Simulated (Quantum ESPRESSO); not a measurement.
# MnPt3: orders under uniaxial strain

Aim: follow moments and order energies of MnPt3 with uniaxial strain.

Method: PBEsol; plane waves with GBRV 1.5 PBEsol potentials, no spin-orbit coupling, in Quantum ESPRESSO 7.5.

### 1. Set-up

The structure is cubic, space group Pm-3m (No. 221). Conventional cell: a = 3.900 Å, b = 3.900 Å, c = 3.900 Å, α = 90.00°, β = 90.00°, γ = 90.00°. Mn has 12 Pt at 2.76 Å nearest. Nearest to Pt lie 4 Mn at 2.76 Å and 8 Pt at 2.76 Å. Farther neighbours are not listed.

As a file:

```cif
data_structure
_symmetry_space_group_name_H-M 'P 1'
_symmetry_Int_Tables_number 1
_cell_length_a 3.9000
_cell_length_b 3.9000
_cell_length_c 3.9000
_cell_angle_alpha 90.000
_cell_angle_beta 90.000
_cell_angle_gamma 90.000
_cell_volume 59.32
loop_
_atom_site_label
_atom_site_type_symbol
_atom_site_fract_x
_atom_site_fract_y
_atom_site_fract_z
_atom_site_occupancy
Mn1 Mn 0.00000 0.00000 0.00000 1
Pt2 Pt 0.00000 0.50000 0.50000 1
Pt3 Pt 0.50000 0.00000 0.50000 1
Pt4 Pt 0.50000 0.50000 0.00000 1
```

The cell comes from the Crystallography Open Database.

### 2. Factor along z 0.94, ferro +

Lengths along Cartesian z scale by the factor. Atoms keep their fractional places. Seeded atoms are those given a starting moment.

Input file pw.in:

```
&CONTROL
  calculation = 'scf'
  prefix = 'pwscf'
  outdir = './tmp'
  pseudo_dir = './pseudo'
  disk_io = 'nowf'
  tprnfor = .true.
  tstress = .true.
/
&SYSTEM
  ibrav = 0
  nat = 4
  ntyp = 2
  ecutwfc = 40
  ecutrho = 280
  nbnd = 43
  occupations = 'smearing'
  smearing = 'fd'
  degauss = 0.00734986
  nspin = 2
  starting_magnetization(1) = 0.2333
  starting_magnetization(2) = 0
/
&ELECTRONS
  conv_thr = 8d-09
  electron_maxstep = 150
  mixing_beta = 0.3
/
ATOMIC_SPECIES
Mn     54.9380 mn_pbesol_v1.5.uspp.F.UPF
Pt    195.0840 pt_pbesol_v1.4.uspp.F.UPF
CELL_PARAMETERS bohr
   7.3699318860    0.0000000000    0.0000000000
   0.0000000000    7.3699318860    0.0000000000
   0.0000000000    0.0000000000    6.9277359729
ATOMIC_POSITIONS crystal
Mn      0.0000000000    0.0000000000    0.0000000000
Pt      0.0000000000    0.5000000000    0.5000000000
Pt      0.5000000000    0.0000000000    0.5000000000
Pt      0.5000000000    0.5000000000    0.0000000000
K_POINTS automatic
8 8 8 0 0 0
```

Started as:

```console
$ OMP_NUM_THREADS=1 mpirun -n 2 pw.x -nk 2 -in pw.in > pw.out
```

Output:

```text
Program PWSCF v.7.5 starts

     Message from routine setup:
     using ibrav=0 with symmetry is DISCOURAGED, use correct ibrav instead

     K-points division:     npool     =       2
     Subspace diagonalization in iterative solution of the eigenvalue problem:

     bravais-lattice index     =            0
     lattice parameter (alat)  =       7.3699  a.u.
     unit-cell volume          =     376.2862 (a.u.)^3
     number of atoms/cell      =            4
     number of atomic types    =            2
     number of electrons       =        63.00
     number of Kohn-Sham states=           43
     kinetic-energy cutoff     =      40.0000  Ry
     charge density cutoff     =     280.0000  Ry
     scf convergence threshold =      8.0E-09
     mixing beta               =       0.3000
     number of iterations used =            8  plain     mixing
     Exchange-correlation= SLA  PW   PSX  PSC
                           (   1   4  10   8   0   0   0)

     celldm(1)=   7.369932  celldm(2)=   0.000000  celldm(3)=   0.000000
     celldm(4)=   0.000000  celldm(5)=   0.000000  celldm(6)=   0.000000

     crystal axes: (cart. coord. in units of alat)
               a(1) = (   1.000000   0.000000   0.000000 )
               a(2) = (   0.000000   1.000000   0.000000 )
               a(3) = (   0.000000   0.000000   0.940000 )

     reciprocal axes: (cart. coord. in units 2 pi/alat)
               b(1) = (  1.000000  0.000000  0.000000 )
               b(2) = (  0.000000  1.000000  0.000000 )
               b(3) = (  0.000000  0.000000  1.063830 )

     PseudoPot. # 1 for Mn read from file:
     mn_pbesol_v1.5.uspp.F.UPF
     Pseudo is Ultrasoft + core correction, Zval = 15.0

     PseudoPot. # 2 for Pt read from file:
     pt_pbesol_v1.4.uspp.F.UPF
     Pseudo is Ultrasoft + core correction, Zval = 16.0

     atomic species   valence    mass     pseudopotential
     Mn               15.00    54.93800     Mn( 1.00)
     Pt               16.00   195.08400     Pt( 1.00)

     Starting magnetic structure
     atomic species   magnetization
     Mn              0.233
     Pt              0.000

     16 Sym. Ops., with inversion, found

   Cartesian axes

     site n.     atom                  positions (alat units)
         1        Mn     tau(   1) = (   0.0000000   0.0000000   0.0000000  )
         2        Pt     tau(   2) = (   0.0000000   0.5000000   0.4700000  )
         3        Pt     tau(   3) = (   0.5000000   0.0000000   0.4700000  )
         4        Pt     tau(   4) = (   0.5000000   0.5000000   0.0000000  )

     number of k points=    75  Fermi-Dirac smearing, width (Ry)=  0.0073
                       cart. coord. in units 2pi/alat
        k(    1) = (   0.0000000   0.0000000   0.0000000), wk =   0.0019531
        k(    2) = (   0.0000000   0.0000000   0.1329787), wk =   0.0039062
        k(    3) = (   0.0000000   0.0000000   0.2659574), wk =   0.0039062
        k(    4) = (   0.0000000   0.0000000   0.3989362), wk =   0.0039062
        k(    5) = (   0.0000000   0.0000000  -0.5319149), wk =   0.0019531
        [... 70 further k-points ...]

     Dense  grid:    29789 G-vectors     FFT dimensions: (  40,  40,  40)

     Smooth grid:    12819 G-vectors     FFT dimensions: (  30,  30,  27)

     Check: negative core charge=   -0.000018
     Generating pointlists ...
     new r_m :   0.2831 (alat units)  2.0862 (a.u.) for type    1
     new r_m :   0.2831 (alat units)  2.0862 (a.u.) for type    2

     Initial potential from superposition of free atoms

     starting charge      60.9999, renormalised to      63.0000

     negative rho (up, down):  2.736E-01 2.738E-01
     Starting wfcs are   49 randomized atomic wfcs

     Self-consistent Calculation

     iteration #  1     ecut=    40.00 Ry     beta= 0.30
     Davidson diagonalization with overlap
     ethr =  1.00E-02,  avg # of iterations =  3.2

     negative rho (up, down):  2.605E-01 2.593E-01

     total energy              =    -842.16990180 Ry
     estimated scf accuracy    <       4.39929400 Ry

     total magnetization       =     3.04 Bohr mag/cell
     absolute magnetization    =     3.09 Bohr mag/cell

     iteration #  2     ecut=    40.00 Ry     beta= 0.30
     Davidson diagonalization with overlap
     ethr =  6.98E-03,  avg # of iterations =  1.9

     negative rho (up, down):  2.602E-01 2.588E-01

     total energy              =    -841.92833523 Ry
     estimated scf accuracy    <       7.88628658 Ry

     total magnetization       =     1.91 Bohr mag/cell
     absolute magnetization    =     1.94 Bohr mag/cell

     [... further iterations left out ...]

     iteration # 15     ecut=    40.00 Ry     beta= 0.30
     Davidson diagonalization with overlap
     ethr =  1.28E-10,  avg # of iterations =  1.4

     negative rho (up, down):  2.531E-01 2.475E-01

     total energy              =    -842.82516165 Ry
     estimated scf accuracy    <       0.00000001 Ry

     total magnetization       =     4.14 Bohr mag/cell
     absolute magnetization    =     4.33 Bohr mag/cell

     iteration # 16     ecut=    40.00 Ry     beta= 0.30
     Davidson diagonalization with overlap
     ethr =  1.73E-11,  avg # of iterations =  2.3

     negative rho (up, down):  2.531E-01 2.475E-01

     Magnetic moment per site  (integrated on atomic sphere of radius R)
     atom   1 (R=0.283)  charge= 13.6165  magn=  3.5986
     atom   2 (R=0.283)  charge= 13.8260  magn=  0.1812
     atom   3 (R=0.283)  charge= 13.8260  magn=  0.1812
     atom   4 (R=0.283)  charge= 13.8393  magn=  0.1337

     End of self-consistent calculation

     Number of k-points >= 100: set verbosity='high' to print the bands.

     the Fermi energy is    22.3682 ev

!    total energy              =    -842.82516165 Ry
     estimated scf accuracy    <          3.4E-10 Ry
     smearing contrib. (-TS)   =      -0.00713741 Ry
     internal energy E=F+TS    =    -842.81802425 Ry

     The total energy is F=E-TS. E is the sum of the following terms:
     one-electron contribution =    -139.21624870 Ry
     hartree contribution      =     123.45266759 Ry
     xc contribution           =    -196.69892868 Ry
     ewald contribution        =    -630.35551445 Ry

     total magnetization       =     4.14 Bohr mag/cell
     absolute magnetization    =     4.33 Bohr mag/cell

     convergence has been achieved in  16 iterations

     negative rho (up, down):  2.531E-01 2.475E-01

     Forces acting on atoms (cartesian axes, Ry/au):

     atom    1 type  1   force =     0.00000000    0.00000000    0.00000000
     atom    2 type  2   force =     0.00000000    0.00000000    0.00000000
     atom    3 type  2   force =     0.00000000    0.00000000    0.00000000
     atom    4 type  2   force =     0.00000000    0.00000000    0.00000000

     Total force =     0.000000     Total SCF correction =     0.000000

     Computing stress (Cartesian axis) and pressure

     negative rho (up, down):  2.531E-01 2.475E-01
          total   stress  (Ry/bohr**3)                   (kbar)     P=      106.77
   0.00050954   0.00000000   0.00000000           74.96        0.00        0.00
   0.00000000   0.00050954   0.00000000            0.00       74.96        0.00
   0.00000000   0.00000000   0.00115844            0.00        0.00      170.41

=------------------------------------------------------------------------------=
   JOB DONE.
=------------------------------------------------------------------------------=
```

Wall time 1.7 min (2 MPI ranks of Intel Xeon 6975P-C (Granite Rapids), shared host); peak memory 0.32 GiB; 3.4 min of CPU time.

Spin moment in the atom's sphere by atom:

| atom | spin moment in the atom's sphere (μB) |
| --- | --- |
| Mn1 | 3.60 |
| Pt2 | 0.18 |
| Pt3 | 0.18 |
| Pt4 | 0.13 |

Numbers from this step:

| Quantity | Value |
| --- | --- |
| smearing term TS | 0.09711 eV |
| pressure | 10.68 GPa |
| magnetization | 4.139 μB |
| absolute magnetization | 4.326 μB |
| final state | ferromagnetic |

### 3. Factor along z 0.94, antiferro q=(0,1/2,1/2) +-

The wavevector q is in fractions of the reciprocal vectors of the crystal's primitive cell, as the cells of these inputs are built from it; moments change sign between cells as cos(2π q·R).

Input file pw.in:

```
&CONTROL
  calculation = 'scf'
  prefix = 'pwscf'
  outdir = './tmp'
  pseudo_dir = './pseudo'
  disk_io = 'nowf'
  tprnfor = .true.
  tstress = .true.
/
&SYSTEM
  ibrav = 0
  nat = 8
  ntyp = 3
  ecutwfc = 40
  ecutrho = 280
  nbnd = 78
  occupations = 'smearing'
  smearing = 'fd'
  degauss = 0.00734986
  nspin = 2
  starting_magnetization(1) = 0.2333
  starting_magnetization(2) = -0.2333
  starting_magnetization(3) = 0
/
&ELECTRONS
  conv_thr = 1.6d-08
  electron_maxstep = 150
  mixing_beta = 0.3
/
ATOMIC_SPECIES
Mn1    54.9380 mn_pbesol_v1.5.uspp.F.UPF
Mn2    54.9380 mn_pbesol_v1.5.uspp.F.UPF
Pt    195.0840 pt_pbesol_v1.4.uspp.F.UPF
CELL_PARAMETERS bohr
   7.3699318860    0.0000000000    0.0000000000
   0.0000000000   14.7398637721    0.0000000000
   0.0000000000    7.3699318860    6.9277359729
ATOMIC_POSITIONS crystal
Mn1     0.0000000000    0.0000000000    0.0000000000
Mn2     0.0000000000    0.5000000000    0.0000000000
Pt      0.0000000000    0.0000000000    0.5000000000
Pt      0.0000000000    0.5000000000    0.5000000000
Pt      0.5000000000    0.7500000000    0.5000000000
Pt      0.5000000000    0.2500000000    0.5000000000
Pt      0.5000000000    0.2500000000    0.0000000000
Pt      0.5000000000    0.7500000000    0.0000000000
K_POINTS automatic
8 4 8 0 0 0
```

Output:

```text
     [... lines left out ...]
Program PWSCF v.7.5 starts
     [... lines left out ...]
     number of atoms/cell      =            8
     [... lines left out ...]
     number of electrons       =       126.00
     number of Kohn-Sham states=           78
     kinetic-energy cutoff     =      40.0000  Ry
     charge density cutoff     =     280.0000  Ry
     scf convergence threshold =      1.6E-08
     [... lines left out ...]
      8 Sym. Ops., with inversion, found
     [... lines left out ...]
     number of k points=    65  Fermi-Dirac smearing, width (Ry)=  0.0073
     [... lines left out ...]
     iteration # 15     ecut=    40.00 Ry     beta= 0.30
     [... lines left out ...]
     Magnetic moment per site  (integrated on atomic sphere of radius R)
     atom   1 (R=0.283)  charge= 13.6192  magn=  3.5518
     atom   2 (R=0.283)  charge= 13.6192  magn= -3.5518
     atom   3 (R=0.283)  charge= 13.8234  magn= -0.0000
     atom   4 (R=0.283)  charge= 13.8234  magn= -0.0000
     atom   5 (R=0.283)  charge= 13.8281  magn= -0.0000
     atom   6 (R=0.283)  charge= 13.8281  magn= -0.0000
     atom   7 (R=0.283)  charge= 13.8406  magn= -0.0000
     atom   8 (R=0.283)  charge= 13.8406  magn= -0.0000
     [... lines left out ...]
     the Fermi energy is    22.4012 ev
!    total energy              =   -1685.64755532 Ry
     estimated scf accuracy    <       0.00000002 Ry
     smearing contrib. (-TS)   =      -0.01468191 Ry
     [... lines left out ...]
     total magnetization       =    -0.00 Bohr mag/cell
     absolute magnetization    =     7.78 Bohr mag/cell
     convergence has been achieved in  15 iterations
     [... lines left out ...]
     Total force =     0.000001     Total SCF correction =     0.000011
     [... lines left out ...]
          total   stress  (Ry/bohr**3)                   (kbar)     P=      102.17
     [... lines left out ...]
```

Run time: 8.2 min. Hardware: 2 MPI ranks; peak memory 0.89 GiB; 16 min of CPU time.

Spin moment in the atom's sphere by atom:

| atom | spin moment in the atom's sphere (μB) |
| --- | --- |
| Mn1 | 3.55 |
| Mn2 | -3.55 |
| Pt3 | 0.00 |
| Pt4 | 0.00 |
| Pt5 | 0.00 |
| Pt6 | 0.00 |
| Pt7 | 0.00 |
| Pt8 | 0.00 |

Read from the output:

| Item | Value |
| --- | --- |
| smearing term TS | 0.1998 eV |
| pressure | 10.22 GPa |
| magnetization | 0 μB |
| absolute magnetization | 7.776 μB |
| final state | antiferromagnetic |

### 4. Factor along z 0.94, no spin polarisation

Input file pw.in:

```
&CONTROL
  calculation = 'scf'
  prefix = 'pwscf'
  outdir = './tmp'
  pseudo_dir = './pseudo'
  disk_io = 'nowf'
  tprnfor = .true.
  tstress = .true.
/
&SYSTEM
  ibrav = 0
  nat = 4
  ntyp = 2
  ecutwfc = 40
  ecutrho = 280
  nbnd = 41
  occupations = 'smearing'
  smearing = 'fd'
  degauss = 0.00734986
/
&ELECTRONS
  conv_thr = 8d-09
  electron_maxstep = 150
  mixing_beta = 0.3
/
ATOMIC_SPECIES
Mn     54.9380 mn_pbesol_v1.5.uspp.F.UPF
Pt    195.0840 pt_pbesol_v1.4.uspp.F.UPF
CELL_PARAMETERS bohr
   7.3699318860    0.0000000000    0.0000000000
   0.0000000000    7.3699318860    0.0000000000
   0.0000000000    0.0000000000    6.9277359729
ATOMIC_POSITIONS crystal
Mn      0.0000000000    0.0000000000    0.0000000000
Pt      0.0000000000    0.5000000000    0.5000000000
Pt      0.5000000000    0.0000000000    0.5000000000
Pt      0.5000000000    0.5000000000    0.0000000000
K_POINTS automatic
8 8 8 0 0 0
```

Output:

```text
     [... lines left out ...]
Program PWSCF v.7.5 starts
     [... lines left out ...]
     number of atoms/cell      =            4
     [... lines left out ...]
     number of electrons       =        63.00
     number of Kohn-Sham states=           41
     kinetic-energy cutoff     =      40.0000  Ry
     charge density cutoff     =     280.0000  Ry
     scf convergence threshold =      8.0E-09
     [... lines left out ...]
     16 Sym. Ops., with inversion, found
     [... lines left out ...]
     number of k points=    75  Fermi-Dirac smearing, width (Ry)=  0.0073
     [... lines left out ...]
     iteration # 14     ecut=    40.00 Ry     beta= 0.30
     [... lines left out ...]
     the Fermi energy is    22.4419 ev
!    total energy              =    -842.73896502 Ry
     estimated scf accuracy    <          2.4E-10 Ry
     smearing contrib. (-TS)   =      -0.01859332 Ry
     [... lines left out ...]
     convergence has been achieved in  14 iterations
     [... lines left out ...]
     Total force =     0.000000     Total SCF correction =     0.000000
     [... lines left out ...]
          total   stress  (Ry/bohr**3)                   (kbar)     P=       -1.57
     [... lines left out ...]
```

It took 44 s on 2 MPI ranks; peak memory 0.24 GiB.

Numbers from this step:

```yaml
smearing_term_ts: 0.2530 eV
pressure: -0.1565 GPa
final_state: non-magnetic (no spin polarisation)
```

(Continued in part 2 of 2.)

[Logs and program files are shortened in this print: banners, set-up blocks, solver, clock and traceback lines can be left out without a mark of their own.]

[Logs are printed without paths, hosts, clocks, repeated set-up lines and the standing remarks that a program may print on its own settings, such as how far it seeks lower states.]

[Hosts, paths, dates, database ids (printed as entryN), source tags and the programs' standing remarks are cut or masked in the printed files.]

[Where a cell is said to come from a database of computed structures, the database is the Materials Project.]
